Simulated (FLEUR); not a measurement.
# Co2/Ru2/Co2 (0001) trilayer: which magnetic order is lowest, part 2 of 2

Does Co2/Ru2/Co2 (0001) trilayer prefer parallel or opposed moments?

FLEUR MaX-R8.1; PBE; all-electron FLAPW film, Dirac cores, scalar-relativistic bands.

So far. Step 2 (Run 1 (ferro ++++)): After 41 cycles the largest moment stands at 1.90 μB.

**3. Run 2 (antiferro ++--)**

Reversing part of the moments tests the sign of the couplings between them.

Input file inp.xml:

```
<?xml version="1.0" encoding="UTF-8" standalone="no"?>
<fleurInput fleurInputVersion="0.39">
   <comment>
      Co4Ru2
   </comment>
   <calculationSetup>
      <cutoffs Kmax="3.66" Gmax="11.0" GmaxXC="11.0" numbands="0"/>
      <scfLoop itmax="170" minDistance="0.00001" maxIterBroyd="15" imix="Anderson" alpha="0.03" precondParam="0.0" spinf="2.0" sdNocoIR="T"/>
      <coreElectrons ctail="T" frcor="F" kcrel="0" coretail_lmax="0"/>
      <xcFunctional name="pbe" relativisticCorrections="F"/>
      <magnetism jspins="2"/>
      <soc l_soc="F" theta="0.0" phi="0.0" spav="F"/>
      <expertModes spex="0" secvar="F"/>
      <geometryOptimization l_f="F" forcealpha="1.0" forcemix="BFGS" epsdisp="0.00001" epsforce="0.00001"/>
      <ldaU l_linMix="F" mixParam="0.05" spinf="1.0"/>
   </calculationSetup>
   <cell>
      <bzIntegration valenceElectrons="96.0" mode="hist" fermiSmearingEnergy="0.00183747">
         <kPointListSelection listName="default-1"/>
         <xi:include xmlns:xi="http://www.w3.org/2001/XInclude" href="kpts.xml"> </xi:include>
      </bzIntegration>
      <xi:include xmlns:xi="http://www.w3.org/2001/XInclude" href="sym.xml"> </xi:include>
      <filmLattice scale="1.0" dVac="24.43" dTilda="26.93">
         <bravaisMatrixFilm>
            <row-1>    5.1132214524806576    -0.0000001170874307</row-1>
            <row-2>   -2.5566106248470737     4.4281797315674236</row-2>
         </bravaisMatrixFilm>
         <vacuumEnergyParameters vacuum="1" spinUp="-.25" spinDown="-.25"/>
         <vacuumEnergyParameters vacuum="2" spinUp="-.25" spinDown="-.25"/>
      </filmLattice>
   </cell>
   <atomSpecies>
      <species name="Cobalt (Co2.000" element="Co" atomicNumber="27">
         <mtSphere radius="2.24" gridPoints="741" logIncrement="0.016"/>
         <atomicCutoffs lmax="8" lnonsphr="6"/>
         <electronConfig flipSpins="F">
            <coreConfig>(1s1/2) (2s1/2) (2p1/2) (2p3/2)</coreConfig>
            <valenceConfig>(3s1/2) (3p1/2) (3p3/2) (4s1/2) (3d3/2) (3d5/2)</valenceConfig>
            <stateOccupation state="(3d3/2)" spinUp="1.5" spinDown="1.3"/>
            <stateOccupation state="(3d5/2)" spinUp="3.0" spinDown="1.2"/>
         </electronConfig>
         <energyParameters s="4" p="4" d="3" f="4"/>
         <lo type="SCLO" l="0" n="3" eDeriv="0"/>
         <lo type="SCLO" l="1" n="3" eDeriv="0"/>
      </species>
      <species name="Ruthenium (Ru)" element="Ru" atomicNumber="44">
         <mtSphere radius="2.38" gridPoints="787" logIncrement="0.016"/>
         <atomicCutoffs lmax="8" lnonsphr="6"/>
         <electronConfig flipSpins="F">
            <coreConfig>(1s1/2) (2s1/2) (2p1/2) (2p3/2) (3s1/2) (3p1/2) (3p3/2) (4s1/2) (3d3/2) (3d5/2)</coreConfig>
            <valenceConfig>(4p1/2) (4p3/2) (5s1/2) (4d3/2) (4d5/2)</valenceConfig>
            <stateOccupation state="(5s1/2)" spinUp="0.500000" spinDown="0.500000"/>
            <stateOccupation state="(4d3/2)" spinUp="1.400000" spinDown="1.400000"/>
            <stateOccupation state="(4d5/2)" spinUp="2.100000" spinDown="2.100000"/>
         </electronConfig>
         <energyParameters s="5" p="5" d="4" f="4"/>
         <lo type="SCLO" l="1" n="4" eDeriv="0"/>
      </species>
      <species name="Cobalt (Co-2.000" element="Co" atomicNumber="27">
         <mtSphere radius="2.24" gridPoints="741" logIncrement="0.016"/>
         <atomicCutoffs lmax="8" lnonsphr="6"/>
         <electronConfig flipSpins="F">
            <coreConfig>(1s1/2) (2s1/2) (2p1/2) (2p3/2)</coreConfig>
            <valenceConfig>(3s1/2) (3p1/2) (3p3/2) (4s1/2) (3d3/2) (3d5/2)</valenceConfig>
            <stateOccupation state="(3d3/2)" spinUp="1.3" spinDown="1.5"/>
            <stateOccupation state="(3d5/2)" spinUp="1.2" spinDown="3.0"/>
         </electronConfig>
         <energyParameters s="4" p="4" d="3" f="4"/>
         <lo type="SCLO" l="0" n="3" eDeriv="0"/>
         <lo type="SCLO" l="1" n="3" eDeriv="0"/>
      </species>
   </atomSpecies>
   <atomGroups>
      <atomGroup species="Cobalt (Co2.000">
         <filmPos label="                   1">-1.000/3.000 1.000/3.000 -9.5729783786</filmPos>
         <force calculate="T" relaxXYZ="TTT"/>
      </atomGroup>
      <atomGroup species="Cobalt (Co2.000">
         <filmPos label="                   2">1.000/3.000 -1.000/3.000 -5.8880082759</filmPos>
         <force calculate="T" relaxXYZ="TTT"/>
      </atomGroup>
      <atomGroup species="Ruthenium (Ru)">
         <filmPos label="                   3">-1.000/3.000 1.000/3.000 -2.0227730128</filmPos>
         <force calculate="T" relaxXYZ="TTT"/>
      </atomGroup>
      <atomGroup species="Ruthenium (Ru)">
         <filmPos label="                   4">1.000/3.000 -1.000/3.000 2.0227730128</filmPos>
         <force calculate="T" relaxXYZ="TTT"/>
      </atomGroup>
      <atomGroup species="Cobalt (Co-2.000">
         <filmPos label="                   5">-1.000/3.000 1.000/3.000 5.8880082759</filmPos>
         <force calculate="T" relaxXYZ="TTT"/>
      </atomGroup>
      <atomGroup species="Cobalt (Co-2.000">
         <filmPos label="                   6">1.000/3.000 -1.000/3.000 9.5729783786</filmPos>
         <force calculate="T" relaxXYZ="TTT"/>
      </atomGroup>
   </atomGroups>
   <output dos="F" band="F" slice="F">
      <bandDOS minEnergy="-.5*Htr" maxEnergy="0.5*Htr" sigma="0.015" storeEVData="T"/>
      <plotting iplot="0" polar="F">
         <plot TwoD="T" vec1="  1.0  0.0  0.0" vec2="  0.0  1.0  0.0" vec3="  0.0  0.0  1.0" zero="  0.0  0.0 -0.5" file="plot"/>
      </plotting>
      <moessbauerParams electricFieldGradient="F" isomerShift="F" coreHyperfine="F" valenceHyperfine="F"/>
   </output>
</fleurInput>
```

Input file crystal.txt:

```
Co4Ru2
&input film=T cartesian=F /
2.70580026699  -0.00000006196  0.00000000000
-1.35290007984  2.34329179976  0.00000000000
0.00000000000  0.00000000000  1.00000000000
1.8897261246
1.0 1.0 1.0

6
27 0.66666666667  0.33333333333  -9.57297837856 : 2.000
27 0.33333333333  0.66666666667  -5.88800827587 : 2.000
44 0.66666666667  0.33333333333  -2.02277301279
44 0.33333333333  0.66666666667  2.02277301279
27 0.66666666667  0.33333333333  5.88800827587 : -2.000
27 0.33333333333  0.66666666667  9.57297837856 : -2.000

&kpt div1=20 div2=20 div3=1 gamma=T /
```

Command:

```
$ OMP_NUM_THREADS=1 inpgen -f crystal.txt > inpgen.log  # inp.xml is then edited as shown
$ OMP_NUM_THREADS=1 mpirun -n 4 fleur_MPI > fleur.log
```

Output:

```text
[banner, memory and clock lines left out]
Welcome to FLEUR        (www.flapw.de)
      MaX-Release 8.1          (www.max-centre.eu)

 ========== k-point set info ==========
 Selected k-point list: default-1
 k-point list type: mesh
 20 x 20 x 1
 Number of k points: 44

 ------------Calculation Setup---------------------------
 Number of PE/node        :            4
 Number of OMP-threads    :            1
 k-points in parallel     :            4
 pe's per k-point         :            1
 No of k-point loops      :           11
 Eigenvalue solver        :       lapack
 Number of basis functions:          561
 Approximate size of matrices (H+S) per k-point:         0.009 GB
 Iteration:     1   Distance:      35.42175225 me/bohr^3
 Iteration:     2   Distance:      15.81180546 me/bohr^3
 Iteration:     3   Distance:      15.65012446 me/bohr^3
 Iteration:     4   Distance:      16.62342948 me/bohr^3
 Iteration:     5   Distance:       8.16159913 me/bohr^3
 Iteration:     6   Distance:       8.89317524 me/bohr^3
 Iteration:     7   Distance:       7.92924644 me/bohr^3
 Iteration:     8   Distance:       3.45345466 me/bohr^3
 Iteration:     9   Distance:       3.73040849 me/bohr^3
 Iteration:    10   Distance:       3.15514085 me/bohr^3
[... 36 iterations left out ...]
 Iteration:    47   Distance:       0.00023194 me/bohr^3
 Iteration:    48   Distance:       0.00021969 me/bohr^3
 Iteration:    49   Distance:       0.00019879 me/bohr^3
 Iteration:    50   Distance:       0.00013675 me/bohr^3
 Iteration:    51   Distance:       0.00008850 me/bohr^3
 Iteration:    52   Distance:       0.00011854 me/bohr^3
 Iteration:    53   Distance:       0.00008620 me/bohr^3
 Iteration:    54   Distance:       0.00001916 me/bohr^3
 Iteration:    55   Distance:       0.00001607 me/bohr^3
 Iteration:    56   Distance:       0.00000786 me/bohr^3

 ********************************************************************
 Run finished successfully
 Stop message:
   all done
 ********************************************************************

--- out.xml (last complete iteration) ---
<iteration numberForCurrentRun="   56" overallNumber="   56">
         [... left out ...]
         <bandgap value="0.0004471578" units="eV"/>
         <sumValenceSingleParticleEnergies value="-118.8457650670" units="Htr"/>
         <FermiEnergy value="-0.1658096693" units="Htr"/>
         <valenceDensity>
            <mtCharges spin="1">
               <mtCharge atomType="1" total="8.7714866" s="1.1756803" p="3.0953852" d="4.4934776" f="0.0053366"/>
               <mtCharge atomType="2" total="8.7102418" s="1.1834101" p="3.1497460" d="4.3641603" f="0.0099976"/>
               <mtCharge atomType="3" total="6.2056322" s="0.1684887" p="3.1298959" d="2.8753179" f="0.0251024"/>
               <mtCharge atomType="4" total="6.1423111" s="0.1697942" p="3.1374521" d="2.8032066" f="0.0252725"/>
               <mtCharge atomType="5" total="7.0799076" s="1.1843369" p="3.1739051" d="2.7084598" f="0.0103932"/>
               <mtCharge atomType="6" total="6.8674037" s="1.1784780" p="3.1223273" d="2.5597501" f="0.0054167"/>
            </mtCharges>
            <mtCharges spin="2">
               <mtCharge atomType="1" total="6.8674032" s="1.1784780" p="3.1223273" d="2.5597497" f="0.0054167"/>
               <mtCharge atomType="2" total="7.0799074" s="1.1843369" p="3.1739051" d="2.7084596" f="0.0103932"/>
               <mtCharge atomType="3" total="6.1423111" s="0.1697942" p="3.1374521" d="2.8032066" f="0.0252725"/>
               <mtCharge atomType="4" total="6.2056322" s="0.1684887" p="3.1298959" d="2.8753179" f="0.0251024"/>
               <mtCharge atomType="5" total="8.7102419" s="1.1834101" p="3.1497460" d="4.3641604" f="0.0099976"/>
               <mtCharge atomType="6" total="8.7714866" s="1.1756803" p="3.0953852" d="4.4934776" f="0.0053366"/>
            </mtCharges>
            <spinDependentCharge spin="1" total="48.0000004" interstitial="4.1197401" mtSpheres="43.7769830" vacuum1="0.0511844" vacuum2="0.0520928"/>
            <spinDependentCharge spin="2" total="47.9999998" interstitial="4.1197401" mtSpheres="43.7769825" vacuum1="0.0520928" vacuum2="0.0511844"/>
            <totalCharge value="96.0000002343"/>
         </valenceDensity>
         [... left out ...]
         <magneticMomentsInMTSpheres units="muBohr">
            <globalMagMoment atomType="1" vec="0.00000   0.00000   1.90408"/>
            <localMagMoment atomType="1" vec="0.00000   0.00000   1.90408"/>
            <globalMagMoment atomType="2" vec="0.00000   0.00000   1.63033"/>
            <localMagMoment atomType="2" vec="0.00000   0.00000   1.63033"/>
            <globalMagMoment atomType="3" vec="0.00000   0.00000   0.06333"/>
            <localMagMoment atomType="3" vec="0.00000   0.00000   0.06333"/>
            <globalMagMoment atomType="4" vec="0.00000   0.00000  -0.06333"/>
            <localMagMoment atomType="4" vec="0.00000   0.00000  -0.06333"/>
            <globalMagMoment atomType="5" vec="0.00000   0.00000  -1.63033"/>
            <localMagMoment atomType="5" vec="0.00000   0.00000  -1.63033"/>
            <globalMagMoment atomType="6" vec="0.00000   0.00000  -1.90408"/>
            <localMagMoment atomType="6" vec="0.00000   0.00000  -1.90408"/>
         </magneticMomentsInMTSpheres>
         [... left out ...]
         <totalEnergy value="   -14637.5244559559" units="Htr">
            <sumOfEigenvalues value="    -8715.7087554308">
               <coreElectrons value="-8596.8629903639"/>
               <valenceElectrons value="-118.8457650670"/>
            </sumOfEigenvalues>
            <densityCoulombPotentialIntegral value="-23143.5338325134"/>
            <densityEffectivePotentialIntegral value="-23802.4136311300"/>
            <chargeDenXCDenIntegral value="-506.2851979241"/>
            <FockExchangeEnergyValence value="0.0000000000"/>
            <FockExchangeEnergyCore value="0.0000000000"/>
         [... left out ...]
            <tkbTimesEntropy value="0.0023772921"/>
            <freeEnergy value="-14637.5268332480"/>
            <extrapolationTo0K value="-14637.5256446020"/>
         </totalEnergy>
         <densityConvergence units="me/bohr^3">
            <chargeDensity spin="1" distance="0.0000063489"/>
            <chargeDensity spin="2" distance="0.0000044926"/>
            <overallChargeDensity distance="0.0000078640"/>
            <spinDensity distance="0.0000076903"/>
         </densityConvergence>
      </iteration>
```

Elapsed: 6.4 min, on 4 MPI ranks of Arm Neoverse V2, shared host; peak memory 0.47 GiB; 26 min of CPU time.

Spin moment in the muffin-tin sphere by atom:

```csv
atom,spin moment in the muffin-tin sphere (μB)
Co1,1.90
Co2,1.63
Ru3,0.06
Ru4,-0.06
Co5,-1.63
Co6,-1.90
```

Read from the output:

```
free energy                                                       : -398307.3963 eV
program's band gap on this mesh (in a metal only a level spacing) : 4.47e-4 eV
magnetization                                                     : 0 μB
final state                                                       : antiferromagnetic
```

It lies 2.91 meV a seeded atom over the first start, and its largest moment is 1.90 μB against 1.90 μB.

**4. Ranking**

Free energies are divided by the number of seeded atoms.

Orders:

```csv
start,final state,typed order kept,energy over the lowest (meV a seeded atom),largest sphere moment (μB),net moment (μB a primitive cell),mesh matched,CPU time (s)
ferro ++++,"ferromagnetic, with opposed induced moments",yes,0,1.899,6.574,yes,568.9
antiferro ++--,antiferromagnetic,yes,2.915,1.904,0,yes,1540
```

**5. Summary of results**

| Item | Value |
| --- | --- |
| lowest state found | ferromagnetic (typed ferro ++++) |
| largest site spin moment | 1.90 μB |
| next finished state | antiferromagnetic, 2.91 meV a seeded atom higher |

The lowest state found is ferromagnetic, reached from the start ferro ++++, with moments up to 1.90 μB. The two lowest states lie so close that the mesh, the functional or spin–orbit coupling could swap them. This is the lowest of 2 finished starts, no proof of the ground state. With 4 seeded atoms in the first cell, sign patterns within that cell may remain untried.

[Logs and program files are shortened in this print: banners, set-up blocks, solver, clock and traceback lines can be left out without a mark of their own.]

[Logs are printed without paths, hosts, clocks, repeated set-up lines and the standing remarks that a program may print on its own settings, such as how far it seeks lower states.]

[Hosts, paths, dates, database ids (printed as entryN), source tags and the programs' standing remarks are cut or masked in the printed files.]

[Where a cell is said to come from a database of computed structures, the database is the Materials Project.]
